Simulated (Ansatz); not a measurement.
**H_i (antibonding, by P) in BP (F-43m): charge-transition levels and formation energies**

Wanted: the transition levels of a hydrogen interstitial in BP (F-43m), from a cell of 54 host atoms with 1 H put in.

Method: place-levels on r2SCAN runs: charge-transition levels and formation energies with image-charge correction and potential alignment at the atomic sites; PAW set soft_1, in Ansatz 0.2.0.

### Step 1. The starting structure

The cell holds 55 atoms: 27 B, 27 P and 1 H. Cell: a = 9.912 Å, b = 9.912 Å, c = 9.912 Å, α = 60.0°, β = 60.0°, γ = 60.0°. It derives from BP (space group F-43m). Nearest the centre at fractional (0.189, 0.523, 0.523): H55 at 0.00 Å, P10 at 1.47 Å, B17 at 2.07 Å, B29 at 2.07 Å, B33 at 2.07 Å, P46 at 2.27 Å, P8 at 2.27 Å, P4 at 2.27 Å.

Coordinates:

```xyz
55
Lattice="0.0000 7.0087 7.0087 7.0087 0.0000 7.0087 7.0087 7.0087 0.0000" Properties=species:S:1:pos:R:3 pbc="T T T"
B     0.0000    0.0000    0.0000
P     3.5043    3.5043    3.5043
B     2.3362    2.3362    0.0000
P     5.8406    5.8406    3.5043
B     4.6725    4.6725    0.0000
P     8.1768    8.1768    3.5043
B     2.3362    0.0000    2.3362
P     5.8406    3.5043    5.8406
B     4.6725    2.3362    2.3362
P     8.1768    5.8406    5.8406
B     7.0087    4.6725    2.3362
P    10.5130    8.1768    5.8406
B     4.6725    0.0000    4.6725
P     8.1768    3.5043    8.1768
B     7.0087    2.3362    4.6725
P    10.5130    5.8406    8.1768
B     9.3449    4.6725    4.6725
P    12.8493    8.1768    8.1768
B     0.0000    2.3362    2.3362
P     3.5043    5.8406    5.8406
B     2.3362    4.6725    2.3362
P     5.8406    8.1768    5.8406
B     4.6725    7.0087    2.3362
P     8.1768   10.5130    5.8406
B     2.3362    2.3362    4.6725
P     5.8406    5.8406    8.1768
B     4.6725    4.6725    4.6725
P     8.1768    8.1768    8.1768
B     7.0087    7.0087    4.6725
P    10.5130   10.5130    8.1768
B     4.6725    2.3362    7.0087
P     8.1768    5.8406   10.5130
B     7.0087    4.6725    7.0087
P    10.5130    8.1768   10.5130
B     9.3449    7.0087    7.0087
P    12.8493   10.5130   10.5130
B     0.0000    4.6725    4.6725
P     3.5043    8.1768    8.1768
B     2.3362    7.0087    4.6725
P     5.8406   10.5130    8.1768
B     4.6725    9.3449    4.6725
P     8.1768   12.8493    8.1768
B     2.3362    4.6725    7.0087
P     5.8406    8.1768   10.5130
B     4.6725    7.0087    7.0087
P     8.1768   10.5130   10.5130
B     7.0087    9.3449    7.0087
P    10.5130   12.8493   10.5130
B     4.6725    4.6725    9.3449
P     8.1768    8.1768   12.8493
B     7.0087    7.0087    9.3449
P    10.5130   10.5130   12.8493
B     9.3449    9.3449    9.3449
P    12.8493   12.8493   12.8493
H     7.3256    4.9894    4.9894
```

Known beforehand: the electronic dielectric constant, 9.31, and the static one, 9.42, computed on the host (DFPT, PBEsol, on the r2SCAN cell), and a cell off the functional's own equilibrium shifts the ionic part.

The relaxed host is scaled by +3.0 % along all axes; the dielectric constants are those of the unstrained host.

The cell's shortest repeat is 9.9 Å.

### Step 2. The runs of each charge state

Levels follow from differences of total energies between charge states, each relaxed by itself.

Random displacements of about 0.05 Å break the site symmetry at the start, so that the relaxation can reach a distorted minimum if there is one. Forces are taken on a 2×2×2 shifted mesh. The cell holds 1 electron more than the neutral one, with a uniform background that keeps it neutral on the whole.

The sampling was tested on the host first: at the k-points planned (1x1x1 shifted 0.25 0.25 0.25) its energy lies 0.141 eV an atom from the dense-mesh value, so the final energies take a denser sampling.

One state's input; the others differ in charge, spin, start and seed, and in occupations where the table says so.

Input file qm1.relax/input.yaml:

```yaml
crystal:
  lattice:
    - [0.0, 2.33623097, 2.33623097]
    - [2.33623097, 0.0, 2.33623097]
    - [2.33623097, 2.33623097, 0.0]
  atoms:
    - { symbol: B, position: [0.0, 0.0, 0.0] }
    - { symbol: P, position: [0.75, 0.75, 0.75] }
  supercell: [3, 3, 3]
  defects:
    - { interstitial: { symbol: H, position: [0.189277, 0.522611, 0.522611] } }
total_charge: -1
basis:
  ecutwfc: 500
  xc_grid: 2
hamiltonian:
  xc: r2scan
  pseudopotentials: { kind: paw, azcp: { folder: soft_1 } }
kpoints:
  mp_grid: { grid: [2, 2, 2], shift: [0.5, 0.5, 0.5] }
scf:
  occupations: { method: fixed }
  max_iter: 80
output:
  forces: true
  charged_corrections: { epsilon: 9.31, static_epsilon: 9.42 }
relax:
  f_tol: 0.02
  max_steps: 80
  random_displacement: { amplitude: 0.05, seed: 3115 }
checkpoint:
  write: "../qm1.relax.run"
  compress: false
  write_wavefunctions: true
  write_every: 100000
```

The run is started by

```
ansatz run input.yaml --threads 4 --pin off --max-ram 7536MiB --backend cpu --events-out ev --progress --plain --runs-dir out
```

The run of this state that the levels use, under r2SCAN:

Input file qm1.point/input.yaml:

```yaml
crystal:
  checkpoint: "../qm1.relax.run"
  host: checkpoint
total_charge: -1
basis:
  ecutwfc: 500
  xc_grid: 2
hamiltonian:
  xc: r2scan
  pseudopotentials: { kind: paw, azcp: { folder: soft_1 } }
kpoints:
  mp_grid: { grid: [2, 2, 2], shift: [0.5, 0.5, 0.5] }
scf:
  occupations: { method: fixed }
  max_iter: 80
output:
  forces: true
  eigenvalues: true
  charged_corrections:
    epsilon: 9.31
    static_epsilon: 9.42
    defect_position: [0.189277, 0.522611, 0.522611]
  eigenstates: { localisation: true }
  populations: true
  band_densities: [{ bands: [v1, v1] }, { bands: [c1, c1] }]
  write_density: true
  write_potential: true
  volumetric_format: npy
  elf: true
checkpoint:
  read: "../qm1.relax.run"
  write: "../qm1.point.run"
  compress: false
  write_wavefunctions: false
  write_every: 100000
```

Relaxations under r2SCAN at a 2×2×2 shifted mesh; times on 4 threads of Intel Xeon 6975P-C (Granite Rapids), shared host:

```tsv
charge	moment (μB)	occupations	outcome	steps	largest displacement against the far atoms (Å)	time
−1	0	fixed	converged	7	0.57	69 s
0	1	fixed	converged	6	0.27	2.7 min
+1	0	fixed	converged	12	1.35	1.7 min
+1	2	fixed	converged	12	0.37	4.3 min
```

Single points under r2SCAN at a 2×2×2 shifted mesh; times on 4 threads of Intel Xeon 6975P-C (Granite Rapids), shared host:

```tsv
charge	moment (μB)	occupations	outcome	time
−1	0	fixed	converged	11 s
0	1	fixed	converged	33 s
+1	0	fixed	converged	11 s
+1	2	fixed	converged	24 s
```

Distances (Å) from H55 to the nearest atoms after relaxation with r2SCAN:

```tsv
charge	moment (μB)	1.	2.	3.	4.	5.	6.
−1	0	P 1.96	P 1.96	P 1.97	P 2.00	B 2.35	B 2.35
0	1	P 1.68	P 2.15	P 2.15	P 2.15	B 2.23	B 2.23
+1	0	B 1.33	P 1.47	P 2.43	B 2.61	B 2.61	P 2.62
+1	2	P 1.83	P 2.08	P 2.10	P 2.10	B 2.26	B 2.27
```

### Step 3. place-levels, r2SCAN

A charged cell interacts with its images and the background, and its potential has another zero than the host's. place-levels removes the first by a point-charge model, screened by the static dielectric constant since the ions have relaxed around the charge, and the second by comparing potentials at atoms far from the defect.

The host is a run of the defect-free crystal in the same cutoffs, grids and k-points, so that basis and sampling errors cancel in part in the differences. The host is run in a cell of 2 atoms on a matching mesh. Its band edges are searched through the zone by a band path, so the gap is smaller than, or equal to, that on the mesh. Chemical potentials are energies per atom of H (H2 molecule), run with the same functional and cutoff.

Input file levels.point.yaml:

```yaml
host:
  run: host.point.run
states: [qm1.point.run, q0_M1.point.run, qp1.point.run, qp1_M2.point.run]
geometry_from:
  qm1.point.run: qm1.relax.run
  q0_M1.point.run: q0_M1.relax.run
  qp1.point.run: qp1.relax.run
  qp1_M2.point.run: qp1_M2.relax.run
  host.point.run: host.relax.run
chemical_potentials:
  H:
    energy: -15.945394
    dataset: "<sha256 of the dataset>"
epsilon: 9.31
static_epsilon: 9.42
vertical:
  - { from: qm1.point.run, to: qm1.point_neutral.run }
  - { from: qp1.point.run, to: qp1.point_neutral.run }
  - { from: qp1_M2.point.run, to: qp1_M2.point_neutral.run }
```

The run is started by

```
ansatz place-levels levels.point.yaml -- --threads 4 --pin off --max-ram 7536MiB
```

Numbers of over 12 decimals in the logs are rounded to 6 here.

What it wrote:

```text
[... repeated set-up lines and file paths are left out, and long positions are rounded to six places ...]
(+1/0) 1.287 eV above the valence edge, 0.238 eV under the conduction edge; not on the lower envelope
(0/-1) 0.808 eV above the valence edge, 0.717 eV under the conduction edge; not on the lower envelope
(+1/-1) 1.047 eV above the valence edge, 0.478 eV under the conduction edge: charges between them are lowest nowhere
formation energy of charge +1: +1.484 eV with the Fermi level at the valence edge
formation energy of charge 0: +2.771 eV with the Fermi level at the valence edge
formation energy of charge -1: +3.579 eV with the Fermi level at the valence edge
vertical -1 to 0: no energy, since no alignment is typed
  the change from vertical[0].from (qm1.point.run) to vertical[0].to (qm1.point_neutral.run): by its potential at epsilon 9.31 it stands at 0.209 0.543 0.543, with an rms radius of about 2.2 Å (1.2 1.2 1.2 Å across the planes of the cell's vectors); [...]
vertical +1 to 0: no energy, since no alignment is typed
  the change from vertical[1].from (qp1.point.run) to vertical[1].to (qp1.point_neutral.run): by its potential at epsilon 9.31 it stands at 0.279 0.611 0.560, with an rms radius of about 2.7 Å (0.8 0.8 2.4 Å across the planes of the cell's vectors); [...]
vertical +1 to 0: no energy, since no alignment is typed
  the change from vertical[2].from (qp1_M2.point.run) to vertical[2].to (qp1_M2.point_neutral.run): by its potential at epsilon 9.31 it is spread over the cell along a vector, with an rms radius of about 6.8 Å (3.9 3.9 3.9 Å across the planes of the cell's [...]
  edges by r2scan, gap 1.525 eV; the host is sampled to repeats of 19.82 Å
  the defect's cells are sampled to repeats of 19.82 Å, like sampling
  charge +1: -24770.6159 eV with its correction of +0.268 eV, at epsilon 9.42, aligned at sites: +0.0180 eV, mean over 15 atomic sites at or beyond 4.96 Å from the defect at [0.1893, 0.5226, 0.5226], with +0.000000 for the charge's moments and without [...]
  charge 0: +0.000 eV for its dipole among its images, +0.000 omitted
  charge -1: -24752.4215 eV with its correction of +0.202 eV, at epsilon 9.42, aligned at sites: +0.0484 eV, mean over 15 atomic sites at or beyond 4.96 Å from the defect at [0.1893, 0.5226, 0.5226], with +0.000000 for the charge's moments and without [...]
  charge +1: states[3] (qp1_M2.point.run) stands 1.845 eV higher, with a moment of 2.00 μB against 0.00
  of states[2] (qp1.point.run): how wide its charge is, is not read beside other atoms or cores, and a band state would take no correction. [...]
  of states[1] (q0_M1.point.run): stability_check_not_made
  of states[0] (qm1.point.run): its alignment with the host at atomic sites is doubtful: the mean over the far sites moves by +0.0557 eV from their farther parts to their nearer, more than 0.05 eV. [...]
  of states[3] (qp1_M2.point.run): it parts from the run at its places by a charge that spreads by about 3.9 Å along one vector (1.4 Å or more is wide), by its potential at epsilon 9.31, taken for that of held ions (one typed too small widens it), where the [...]
  of vertical[0].to (qm1.point_neutral.run): stability_check_not_made
  of vertical[1].from (qp1.point.run): its displacements don't fall off away from the defect: farther atoms stand 0.012 Å off the host's places. [...]
  of vertical[1].to (qp1.point_neutral.run): its displacements don't fall off away from the defect: farther atoms stand 0.012 Å off the host's places. [...]
  of vertical[2].from (qp1_M2.point.run): its moments are held at its close (magnetization.spin_locking), by a field of 0.094 eV a Bohr magneton, and its energy and levels are of the state that this holds: a run that lets them go can end lower; [...]
  of vertical[2].to (qp1_M2.point_neutral.run): stability_check_not_made
```

Elapsed: 0.3 s, on 4 threads of Intel Xeon 6975P-C (Granite Rapids), shared host.

Levels between the charges placed, in eV above the valence top:

```tsv
	gap (eV)	(+1/0)	(0/−1)
r2SCAN	1.53	1.29	0.81
```

Corrections by state:

```tsv
charge	moment (μB)	image terms and alignment (eV)	band filling (eV)	ε used	over the lowest of its charge, as the program ranks them, band filling apart (eV)
+1	0.0	0.268	-	9.42	0.000
0	1.0	0.000	-	-	0.000
−1	0.0	0.202	-	9.42	0.000
+1	2.0	0.150	-	9.42	1.845
```

The charged structures listed were also run neutral, and place-levels reads from each pair, by the potential or the spins, how wide the charge is by which they differ; that can be the carrier of either run.

```tsv
charge	rms radius (Å)	spread where it is widest against the cell (Å)	wide from (Å)	reading
+1	2.7	2.42	1.40	wide
−1	2.2	1.24	1.40	narrow
```

The neutral runs of these pairs need not share the spin of the lowest neutral state, and very wide values only mean spread over the cell.

From the program's caveats on the states, each cut to its opening words:

- charge +1: how wide its charge is, is not read beside other atoms or cores, and a band state would take no correction
- charge +1: its displacements don't fall off away from the defect: farther atoms stand 0.012 Å off the host's places
- charge 0 (1 μB), +1 (2 μB): flagged: stability check not made
- charge −1: its alignment with the host at atomic sites is doubtful: the mean over the far sites moves by +0.0557 eV from their farther parts to their nearer, more than [...]
- charge +1 (2 μB): it parts from the run at its places by a charge that spreads by about 3.9 Å along one vector (1.4 Å or more is wide), by its potential at epsilon 9.31, taken [...]
- charge +1 (2 μB): its moments are held at its close (magnetization.spin_locking), by a field of 0.094 eV a Bohr magneton, and its energy and levels are of the state that this [...]
- charge +1 (2 μB): filled levels lie above empty ones at the fixed electron count

Chemical potentials of the elements' reference phases, run alike. Formation energy by charge state (elemental references; gap 1.53 eV):

```tsv
charge	at valence top (eV)	at conduction bottom (eV)	correction included (eV)
+1	1.48	3.01	0.27
0	2.77	2.77	0.00
−1	3.58	2.05	0.20
```

| Fermi level (eV) | lowest formation energy (eV) |
| --- | --- |
| 0.00 | 1.48 |
| 0.14 | 1.62 |
| 0.28 | 1.76 |
| 0.42 | 1.90 |
| 0.55 | 2.04 |
| 0.69 | 2.18 |
| 0.83 | 2.32 |
| 0.97 | 2.45 |
| 1.11 | 2.47 |
| 1.25 | 2.33 |
| 1.39 | 2.19 |
| 1.53 | 2.05 |

### Step 4. Results

* gap of the host: 1.53 eV (r2SCAN)
* level (plus 1/0): 1.29 eV above the valence top, not a change between lowest states
* level (0/minus 1): 0.81 eV above the valence top, not a change between lowest states
* level (plus 1/minus 1): 1.05 eV above the valence top
* lowest of the charges placed, just above the valence top (0.02 eV): +1
* lowest of the charges placed, just below the conduction bottom (0.02 eV): −1
* lowest formation energy at mid-gap of the charges run, elemental references: 2.25 eV
* standing of these levels: doubtful, see below

**Reading.** Of the charges placed (−1, 0 and +1), the lowest changes at 1.05 eV (+1/−1) above the valence top, in a gap of 1.53 eV. A neutral run at a charged structure lies 0.46 eV below the neutral state placed. Unless it holds a band carrier, charge 0 isn't at its lowest here, and with that energy the steps would read (+1/0) 0.83 eV and (0/−1) 1.27 eV, which can change which charges are lowest. (+1/−1) passes over charge 0, which lies 0.24 eV above the two there; a lower structure or spin state of it, if missed, would change that. Charges above +1 and below −1 were not placed, so these runs say nothing of levels that involve them. States placed: +1 at 0 μB and 2 μB; 0 at 1 μB; −1 at 0 μB. Other spin states or structures, where not listed, weren't placed. At charge +1 the atom put in ends up to 1.3 Å from its starting place, so the name tells the start alone and the levels can join different sites. H is taken at its element; compounds, which aren't counted here, bound the chemical potentials and would shift these formation energies. The program doubts the alignment of potentials for at least one state, a sign that the cell is small. Keep in mind: r2SCAN makes the gap too small and tends to spread out bound carriers.

[Logs are printed without paths, hosts, clocks, repeated set-up lines and the standing remarks that a program may print on its own settings, such as how far it seeks lower states.]

[Hosts, paths, dates, database ids (printed as entryN), source tags and the programs' standing remarks are cut or masked in the printed files.]

[Where a table of states has a column of steps, it counts the stored structures, which are thinned; the runs took as many ionic steps or more.]

[A defect's name tells the site on which it was built; relaxed atoms can leave that site.]

[For some hosts the program warned that the k-mesh of the response run may be too coarse for force constants and the static dielectric constant; such warnings are not shown here.]
